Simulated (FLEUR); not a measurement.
# FeGe: a ladder in the smearing

Wanted: the cheapest choice of the smearing that holds the magnetic results of FeGe.

Program: FLEUR MaX-R8.1. Level of theory: PBE; all-electron FLAPW, Dirac cores, scalar-relativistic bands. Results are calculated unless marked as measured.

The database entry behind the starting cell differs from later determinations by our own check (about 0.2 % short), so it need not match the best structure at ambient conditions.

**1. The starting structure**

Symmetry: P2_13, No. 198, cubic system. Conventional cell: a = 4.689 Å, b = 4.689 Å, c = 4.689 Å, α = 90.00°, β = 90.00°, γ = 90.00°. Nearest to Fe lie 7 Ge at 2.38 to 2.64 Å. Nearest to Ge lie 7 Fe at 2.38 to 2.64 Å. Farther neighbours are not listed.

As a file:

```cif
data_structure
_symmetry_space_group_name_H-M 'P2_13'
_symmetry_Int_Tables_number 198
_cell_length_a 4.6890
_cell_length_b 4.6890
_cell_length_c 4.6890
_cell_angle_alpha 90.000
_cell_angle_beta 90.000
_cell_angle_gamma 90.000
_cell_volume 103.10
loop_
_atom_site_label
_atom_site_type_symbol
_atom_site_symmetry_multiplicity
_atom_site_Wyckoff_symbol
_atom_site_fract_x
_atom_site_fract_y
_atom_site_fract_z
_atom_site_occupancy
Fe1 Fe 4 a 0.13500 0.13500 0.13500 1
Ge1 Ge 4 a 0.84200 0.84200 0.84200 1
```

**2. Rung 1 (width 0.5 eV), start ferro ++++**

A wide smearing converges easily but acts like a high temperature on the moments; each rung narrows it.

inpgen writes inp.xml from crystal.txt; cutoffs, mixing, functional, smearing and local orbitals are then set in the file. The k list default-1 (kpts.xml, not shown) is a Γ-centred 6×6×6 mesh; where the ranks do not divide the number of points, some are split in two of half the weight.

The input, inp.xml:

```
<?xml version="1.0" encoding="UTF-8" standalone="no"?>
<fleurInput fleurInputVersion="0.39">
   <comment>
      FeGe
   </comment>
   <calculationSetup>
      <cutoffs Kmax="3.74" Gmax="11.2" GmaxXC="11.2" numbands="0"/>
      <scfLoop itmax="90" minDistance="0.00002" maxIterBroyd="15" imix="Anderson" alpha="0.05" precondParam="0.0" spinf="2.0" sdNocoIR="T"/>
      <coreElectrons ctail="T" frcor="F" kcrel="0" coretail_lmax="0"/>
      <xcFunctional name="pbe" relativisticCorrections="F"/>
      <magnetism jspins="2"/>
      <soc l_soc="F" theta="0.0" phi="0.0" spav="F"/>
      <expertModes spex="0" secvar="F"/>
      <geometryOptimization l_f="F" forcealpha="1.0" forcemix="BFGS" epsdisp="0.00001" epsforce="0.00001"/>
      <ldaU l_linMix="F" mixParam="0.05" spinf="1.0"/>
   </calculationSetup>
   <cell>
      <bzIntegration valenceElectrons="120.0" mode="hist" fermiSmearingEnergy="0.01837466">
         <kPointListSelection listName="default-1"/>
         <xi:include xmlns:xi="http://www.w3.org/2001/XInclude" href="kpts.xml"> </xi:include>
      </bzIntegration>
      <xi:include xmlns:xi="http://www.w3.org/2001/XInclude" href="sym.xml"> </xi:include>
      <bulkLattice scale="1.0">
         <bravaisMatrix>
            <row-1>    8.8609257982493990     0.0000000000000000     0.0000000000000000</row-1>
            <row-2>    0.0000000000000000     8.8609257982493990     0.0000000000000000</row-2>
            <row-3>    0.0000000000000000     0.0000000000000000     8.8609257982493990</row-3>
         </bravaisMatrix>
      </bulkLattice>
   </cell>
   <atomSpecies>
      <species name="Iron (Fe) 2.800" element="Fe" atomicNumber="26">
         <mtSphere radius="2.19" gridPoints="725" logIncrement="0.017"/>
         <atomicCutoffs lmax="8" lnonsphr="6"/>
         <electronConfig flipSpins="F">
            <coreConfig>(1s1/2) (2s1/2) (2p1/2) (2p3/2)</coreConfig>
            <valenceConfig>(3s1/2) (3p1/2) (3p3/2) (4s1/2) (3d3/2) (3d5/2)</valenceConfig>
            <stateOccupation state="(3d3/2)" spinUp="1.4" spinDown="1.0"/>
            <stateOccupation state="(3d5/2)" spinUp="3.0" spinDown="0.6"/>
         </electronConfig>
         <energyParameters s="4" p="4" d="3" f="4"/>
         <lo type="SCLO" l="0" n="3" eDeriv="0"/>
         <lo type="SCLO" l="1" n="3" eDeriv="0"/>
      </species>
      <species name="Germanium (Ge)" element="Ge" atomicNumber="32">
         <mtSphere radius="2.19" gridPoints="725" logIncrement="0.017"/>
         <atomicCutoffs lmax="8" lnonsphr="6"/>
         <electronConfig flipSpins="F">
            <coreConfig>(1s1/2) (2s1/2) (2p1/2) (2p3/2) (3s1/2) (3p1/2) (3p3/2)</coreConfig>
            <valenceConfig>(4s1/2) (3d3/2) (3d5/2) (4p1/2) (4p3/2)</valenceConfig>
            <stateOccupation state="(4p1/2)" spinUp="0.333333" spinDown="0.333333"/>
            <stateOccupation state="(4p3/2)" spinUp="0.666667" spinDown="0.666667"/>
         </electronConfig>
         <energyParameters s="4" p="4" d="3" f="4"/>
      </species>
   </atomSpecies>
   <atomGroups>
      <atomGroup species="Iron (Fe) 2.800">
         <relPos label="                   1">.1350000000 .1350000000 .1350000000</relPos>
         <relPos label="                   2">.3650000000 -.1350000000 -.3650000000</relPos>
         <relPos label="                   3">-.3650000000 .3650000000 -.1350000000</relPos>
         <relPos label="                   4">-.1350000000 -.3650000000 .3650000000</relPos>
         <force calculate="T" relaxXYZ="TTT"/>
      </atomGroup>
      <atomGroup species="Germanium (Ge)">
         <relPos label="                   5">-.1580000000 -.1580000000 -.1580000000</relPos>
         <relPos label="                   6">-.3420000000 .1580000000 .3420000000</relPos>
         <relPos label="                   7">.3420000000 -.3420000000 .1580000000</relPos>
         <relPos label="                   8">.1580000000 .3420000000 -.3420000000</relPos>
         <force calculate="T" relaxXYZ="TTT"/>
      </atomGroup>
   </atomGroups>
   <output dos="F" band="F" slice="F">
      <bandDOS minEnergy="-.5*Htr" maxEnergy="0.5*Htr" sigma="0.015" storeEVData="T"/>
      <plotting iplot="0" polar="F">
         <plot TwoD="T" vec1="  1.0  0.0  0.0" vec2="  0.0  1.0  0.0" vec3="  0.0  0.0  1.0" zero="  0.0  0.0  0.0" file="plot"/>
      </plotting>
      <moessbauerParams electricFieldGradient="F" isomerShift="F" coreHyperfine="F" valenceHyperfine="F"/>
   </output>
</fleurInput>
```

The input, crystal.txt:

```
FeGe
&input film=F cartesian=F /
4.68900000000  0.00000000000  0.00000000000
0.00000000000  4.68900000000  0.00000000000
0.00000000000  0.00000000000  4.68900000000
1.8897261246
1.0 1.0 1.0

8
26 0.13500000000  0.13500000000  0.13500000000 : 2.800
26 0.36500000000  0.86500000000  0.63500000000 : 2.800
26 0.63500000000  0.36500000000  0.86500000000 : 2.800
26 0.86500000000  0.63500000000  0.36500000000 : 2.800
32 0.84200000000  0.84200000000  0.84200000000
32 0.65800000000  0.15800000000  0.34200000000
32 0.34200000000  0.65800000000  0.15800000000
32 0.15800000000  0.34200000000  0.65800000000

&kpt div1=6 div2=6 div3=6 gamma=T /
```

Run with:

```bash
OMP_NUM_THREADS=1 inpgen -f crystal.txt > inpgen.log  # inp.xml is then edited as shown
OMP_NUM_THREADS=1 mpirun -n 4 fleur_MPI > fleur.log
```

Log:

```text
Welcome to FLEUR        (www.flapw.de)
      MaX-Release 8.1          (www.max-centre.eu)

 ========== k-point set info ==========
 Selected k-point list: default-1
 k-point list type: mesh
 6 x 6 x 6
 Number of k points: 24

 ------------Calculation Setup---------------------------
 Number of MPI-tasks      :            4
 Number of PE/node        :            4
 Number of OMP-threads    :            1
 k-points in parallel     :            4
 pe's per k-point         :            1
 No of k-point loops      :            6
 Eigenvalue solver        :       lapack
 Number of basis functions:          678
 Approximate size of matrices (H+S) per k-point:         0.014 GB
 --------------------------------------------------------
 Iteration:     1   Distance:      20.64324068 me/bohr^3
 Iteration:     2   Distance:      19.24627142 me/bohr^3
 Iteration:     3   Distance:      15.95492870 me/bohr^3
 Iteration:     4   Distance:       9.41706386 me/bohr^3
 Iteration:     5   Distance:       9.52689040 me/bohr^3
 Iteration:     6   Distance:       6.71219631 me/bohr^3
 Iteration:     7   Distance:       7.29293410 me/bohr^3
 Iteration:     8   Distance:       5.26718546 me/bohr^3
 Iteration:     9   Distance:       4.72348949 me/bohr^3
 Iteration:    10   Distance:       3.02291130 me/bohr^3
[... 21 iterations left out ...]
 Iteration:    32   Distance:       0.00911773 me/bohr^3
 Iteration:    33   Distance:       0.00695725 me/bohr^3
 Iteration:    34   Distance:       0.00336390 me/bohr^3
 Iteration:    35   Distance:       0.00343836 me/bohr^3
 Iteration:    36   Distance:       0.00186021 me/bohr^3
 Iteration:    37   Distance:       0.00054790 me/bohr^3
 Iteration:    38   Distance:       0.00086870 me/bohr^3
 Iteration:    39   Distance:       0.00020175 me/bohr^3
 Iteration:    40   Distance:       0.00005278 me/bohr^3
 Iteration:    41   Distance:       0.00001298 me/bohr^3

 ********************************************************************
 Run finished successfully
 Stop message:
   all done
 ********************************************************************

--- out.xml (last complete iteration) ---
<iteration numberForCurrentRun="   41" overallNumber="   41">
         [... left out ...]
         <bandgap value="0.1026446283" units="eV"/>
         <sumValenceSingleParticleEnergies value="-66.6617554017" units="Htr"/>
         <FermiEnergy value="0.4059417442" units="Htr"/>
         <valenceDensity>
            <mtCharges spin="1">
               <mtCharge atomType="1" total="7.3501068" s="1.1269180" p="3.1368374" d="3.0779644" f="0.0071453"/>
               <mtCharge atomType="2" total="6.0513074" s="0.5119548" p="0.5309266" d="4.9959600" f="0.0102291"/>
            </mtCharges>
            <mtCharges spin="2">
               <mtCharge atomType="1" total="7.3501055" s="1.1269180" p="3.1368374" d="3.0779631" f="0.0071453"/>
               <mtCharge atomType="2" total="6.0513075" s="0.5119548" p="0.5309267" d="4.9959600" f="0.0102291"/>
            </mtCharges>
            <spinDependentCharge spin="1" total="60.0000024" interstitial="6.3943454" mtSpheres="53.6056570"/>
            <spinDependentCharge spin="2" total="59.9999976" interstitial="6.3943455" mtSpheres="53.6056520"/>
            <totalCharge value="120.0000000000"/>
         </valenceDensity>
         [... left out ...]
         <magneticMomentsInMTSpheres units="muBohr">
            <globalMagMoment atomType="1" vec="0.00000   0.00000   0.00000"/>
            <localMagMoment atomType="1" vec="0.00000   0.00000   0.00000"/>
            <globalMagMoment atomType="2" vec="0.00000   0.00000   0.00000"/>
            <localMagMoment atomType="2" vec="0.00000   0.00000   0.00000"/>
         </magneticMomentsInMTSpheres>
         [... left out ...]
         <totalEnergy value="   -13487.4417887440" units="Htr">
            <sumOfEigenvalues value="    -7746.7481434372">
               <coreElectrons value="-7680.0863880355"/>
               <valenceElectrons value="-66.6617554017"/>
            </sumOfEigenvalues>
            <densityCoulombPotentialIntegral value="-20775.6470803702"/>
            <densityEffectivePotentialIntegral value="-21481.3326749282"/>
            <chargeDenXCDenIntegral value="-542.9800472186"/>
            <FockExchangeEnergyValence value="0.0000000000"/>
            <FockExchangeEnergyCore value="0.0000000000"/>
         [... left out ...]
            <tkbTimesEntropy value="0.2253030624"/>
            <freeEnergy value="-13487.6670918064"/>
            <extrapolationTo0K value="-13487.5544402752"/>
         </totalEnergy>
         <densityConvergence units="me/bohr^3">
            <chargeDensity spin="1" distance="0.0000110986"/>
            <chargeDensity spin="2" distance="0.0000054026"/>
            <overallChargeDensity distance="0.0000116779"/>
            <spinDensity distance="0.0000129753"/>
         </densityConvergence>
      </iteration>
```

Run time: 8.1 min. Hardware: 4 MPI ranks of Arm Neoverse N1, shared host; peak memory 0.34 GiB.

The spin moment in the muffin-tin sphere vanishes on all atoms.

Read from the output:

| Property | Result |
| --- | --- |
| free energy | -367018.1188 eV |
| program's band gap on this mesh (in a metal only a level spacing) | 0.1026 eV |
| final state | non-magnetic |

After 41 cycles the seed has died away: no moment is left.

**3. Rung 1 (width 0.5 eV), start antiferro ++--**

The second start gives the energy difference between the two end states, the quantity that is followed up the ladder.

Changes to inp.xml since step 2:

```diff
@@ -44,2 +44,15 @@
       </species>
+      <species name="Iron (Fe) -2.800" element="Fe" atomicNumber="26">
+         <mtSphere radius="2.19" gridPoints="725" logIncrement="0.017"/>
+         <atomicCutoffs lmax="8" lnonsphr="6"/>
+         <electronConfig flipSpins="F">
+            <coreConfig>(1s1/2) (2s1/2) (2p1/2) (2p3/2)</coreConfig>
+            <valenceConfig>(3s1/2) (3p1/2) (3p3/2) (4s1/2) (3d3/2) (3d5/2)</valenceConfig>
+            <stateOccupation state="(3d3/2)" spinUp="1.0" spinDown="1.4"/>
+            <stateOccupation state="(3d5/2)" spinUp="0.6" spinDown="3.0"/>
+         </electronConfig>
+         <energyParameters s="4" p="4" d="3" f="4"/>
+         <lo type="SCLO" l="0" n="3" eDeriv="0"/>
+         <lo type="SCLO" l="1" n="3" eDeriv="0"/>
+      </species>
       <species name="Germanium (Ge)" element="Ge" atomicNumber="32">
@@ -60,2 +73,5 @@
          <relPos label="                   2">.3650000000 -.1350000000 -.3650000000</relPos>
+         <force calculate="T" relaxXYZ="TTT"/>
+      </atomGroup>
+      <atomGroup species="Iron (Fe) -2.800">
          <relPos label="                   3">-.3650000000 .3650000000 -.1350000000</relPos>
@@ -67,2 +83,5 @@
          <relPos label="                   6">-.3420000000 .1580000000 .3420000000</relPos>
+         <force calculate="T" relaxXYZ="TTT"/>
+      </atomGroup>
+      <atomGroup species="Germanium (Ge)">
          <relPos label="                   7">.3420000000 -.3420000000 .1580000000</relPos>
```

Changes to crystal.txt since step 2:

```diff
@@ -11,4 +11,4 @@
 26 0.36500000000  0.86500000000  0.63500000000 : 2.800
-26 0.63500000000  0.36500000000  0.86500000000 : 2.800
-26 0.86500000000  0.63500000000  0.36500000000 : 2.800
+26 0.63500000000  0.36500000000  0.86500000000 : -2.800
+26 0.86500000000  0.63500000000  0.36500000000 : -2.800
 32 0.84200000000  0.84200000000  0.84200000000
```

Log:

```text
[banner, memory and clock lines left out]
Welcome to FLEUR        (www.flapw.de)
      MaX-Release 8.1          (www.max-centre.eu)

 ========== k-point set info ==========
 Selected k-point list: default-1
 k-point list type: mesh
 6 x 6 x 6
 Number of k points: 80

 [... set-up left out ...]
 Iteration:     1   Distance:      20.76332148 me/bohr^3
 Iteration:     2   Distance:      19.40553401 me/bohr^3
 Iteration:     3   Distance:      16.22899658 me/bohr^3
 Iteration:     4   Distance:       9.62723754 me/bohr^3
 Iteration:     5   Distance:       9.72213710 me/bohr^3
 Iteration:     6   Distance:       6.93438162 me/bohr^3
 Iteration:     7   Distance:       7.38438722 me/bohr^3
 Iteration:     8   Distance:       5.25275088 me/bohr^3
[... lines left out ...]
[... 21 iterations left out ...]
[... lines left out ...]
 Iteration:    36   Distance:       0.00009272 me/bohr^3
 Iteration:    37   Distance:       0.00008794 me/bohr^3
 Iteration:    38   Distance:       0.00007495 me/bohr^3
 Iteration:    39   Distance:       0.00003496 me/bohr^3
 Iteration:    40   Distance:       0.00002362 me/bohr^3
 Iteration:    41   Distance:       0.00000761 me/bohr^3

 ********************************************************************
 Run finished successfully
 Stop message:
   all done
 ********************************************************************

--- out.xml (last complete iteration) ---
<iteration numberForCurrentRun="   41" overallNumber="   41">
         [... left out ...]
         <bandgap value="0.1026433034" units="eV"/>
         <sumValenceSingleParticleEnergies value="-66.6617566921" units="Htr"/>
         <FermiEnergy value="0.4059417386" units="Htr"/>
         [... left out ...]
         <magneticMomentsInMTSpheres units="muBohr">
            <globalMagMoment atomType="1" vec="0.00000   0.00000   0.00000"/>
            <globalMagMoment atomType="2" vec="0.00000   0.00000   0.00000"/>
            <globalMagMoment atomType="3" vec="0.00000   0.00000   0.00000"/>
            <globalMagMoment atomType="4" vec="0.00000   0.00000   0.00000"/>
         </magneticMomentsInMTSpheres>
         [... left out ...]
         <totalEnergy value="   -13487.4417887414" units="Htr">
            <sumOfEigenvalues value="    -7746.7481483029">
               <coreElectrons value="-7680.0863916109"/>
               <valenceElectrons value="-66.6617566921"/>
            </sumOfEigenvalues>
         [... left out ...]
            <freeEnergy value="-13487.6670918090"/>
            <extrapolationTo0K value="-13487.5544402752"/>
         </totalEnergy>
         <densityConvergence units="me/bohr^3">
            <chargeDensity spin="1" distance="0.0000052528"/>
            <chargeDensity spin="2" distance="0.0000051761"/>
            <overallChargeDensity distance="0.0000076057"/>
            <spinDensity distance="0.0000071359"/>
         </densityConvergence>
      </iteration>
```

The job ended after 25 min (4 MPI ranks; peak memory 0.77 GiB).

The spin moment in the muffin-tin sphere vanishes on all atoms.

Numbers from this step:

* free energy: -367018.1188 eV
* program's band gap on this mesh (in a metal only a level spacing): 0.1026 eV
* final state: non-magnetic

This start lies -0.0 meV a seeded atom from the first; its moments have collapsed.

**4. Rung 2 (width 0.25 eV), start ferro ++++**

Changes to inp.xml since step 3:

```diff
@@ -17,3 +17,3 @@
    <cell>
-      <bzIntegration valenceElectrons="120.0" mode="hist" fermiSmearingEnergy="0.01837466">
+      <bzIntegration valenceElectrons="120.0" mode="hist" fermiSmearingEnergy="0.00918733">
          <kPointListSelection listName="default-1"/>
@@ -44,15 +44,2 @@
       </species>
-      <species name="Iron (Fe) -2.800" element="Fe" atomicNumber="26">
-         <mtSphere radius="2.19" gridPoints="725" logIncrement="0.017"/>
-         <atomicCutoffs lmax="8" lnonsphr="6"/>
-         <electronConfig flipSpins="F">
-            <coreConfig>(1s1/2) (2s1/2) (2p1/2) (2p3/2)</coreConfig>
-            <valenceConfig>(3s1/2) (3p1/2) (3p3/2) (4s1/2) (3d3/2) (3d5/2)</valenceConfig>
-            <stateOccupation state="(3d3/2)" spinUp="1.0" spinDown="1.4"/>
-            <stateOccupation state="(3d5/2)" spinUp="0.6" spinDown="3.0"/>
-         </electronConfig>
-         <energyParameters s="4" p="4" d="3" f="4"/>
-         <lo type="SCLO" l="0" n="3" eDeriv="0"/>
-         <lo type="SCLO" l="1" n="3" eDeriv="0"/>
-      </species>
       <species name="Germanium (Ge)" element="Ge" atomicNumber="32">
@@ -73,5 +60,2 @@
          <relPos label="                   2">.3650000000 -.1350000000 -.3650000000</relPos>
-         <force calculate="T" relaxXYZ="TTT"/>
-      </atomGroup>
-      <atomGroup species="Iron (Fe) -2.800">
          <relPos label="                   3">-.3650000000 .3650000000 -.1350000000</relPos>
@@ -83,5 +67,2 @@
          <relPos label="                   6">-.3420000000 .1580000000 .3420000000</relPos>
-         <force calculate="T" relaxXYZ="TTT"/>
-      </atomGroup>
-      <atomGroup species="Germanium (Ge)">
          <relPos label="                   7">.3420000000 -.3420000000 .1580000000</relPos>
```

Changes to crystal.txt since step 3:

```diff
@@ -11,4 +11,4 @@
 26 0.36500000000  0.86500000000  0.63500000000 : 2.800
-26 0.63500000000  0.36500000000  0.86500000000 : -2.800
-26 0.86500000000  0.63500000000  0.36500000000 : -2.800
+26 0.63500000000  0.36500000000  0.86500000000 : 2.800
+26 0.86500000000  0.63500000000  0.36500000000 : 2.800
 32 0.84200000000  0.84200000000  0.84200000000
```

Log:

```text
[banner, memory and clock lines left out]
Welcome to FLEUR        (www.flapw.de)
      MaX-Release 8.1          (www.max-centre.eu)

 ========== k-point set info ==========
 Selected k-point list: default-1
 k-point list type: mesh
 6 x 6 x 6
 Number of k points: 24

 [... set-up left out ...]
 Iteration:     1   Distance:      19.56705636 me/bohr^3
 Iteration:     2   Distance:      17.97886310 me/bohr^3
 Iteration:     3   Distance:      14.16108665 me/bohr^3
 Iteration:     4   Distance:       7.35603739 me/bohr^3
 Iteration:     5   Distance:       8.00606811 me/bohr^3
[...]
<sumOfEigenvalues value="    -7747.0375935762">
               <coreElectrons value="-7680.1959247958"/>
               <valenceElectrons value="-66.8416687803"/>
            </sumOfEigenvalues>
         [... left out ...]
            <freeEnergy value="-13487.5812963491"/>
            <extrapolationTo0K value="-13487.5540499033"/>
         </totalEnergy>
         <densityConvergence units="me/bohr^3">
            <chargeDensity spin="1" distance="0.0000073009"/>
            <chargeDensity spin="2" distance="0.0000094514"/>
            <overallChargeDensity distance="0.0000100881"/>
            <spinDensity distance="0.0000135459"/>
         </densityConvergence>
      </iteration>
```

The job ended after 6.4 min (4 MPI ranks; peak memory 0.34 GiB; 26 min of CPU time).

Read from the output:

| Property | Result |
| --- | --- |
| free energy | -367015.7842 eV |
| program's band gap on this mesh (in a metal only a level spacing) | 0.008127 eV |
| magnetization | 3.962 μB |
| final state | ferromagnetic, with opposed induced moments |
| largest moment | 1.094 μB |

The largest moment moves by +1.09 μB from rung 1, at 0.79 times its CPU time.

(Part 1 of 4 ends here.)

[Logs and program files are shortened in this print: banners, set-up blocks, solver, clock and traceback lines can be left out without a mark of their own.]

[Logs are printed without paths, hosts, clocks, repeated set-up lines and the standing remarks that a program may print on its own settings, such as how far it seeks lower states.]

[Hosts, paths, dates, database ids (printed as entryN), source tags and the programs' standing remarks are cut or masked in the printed files.]

[Where a cell is said to come from a database of computed structures, the database is the Materials Project.]
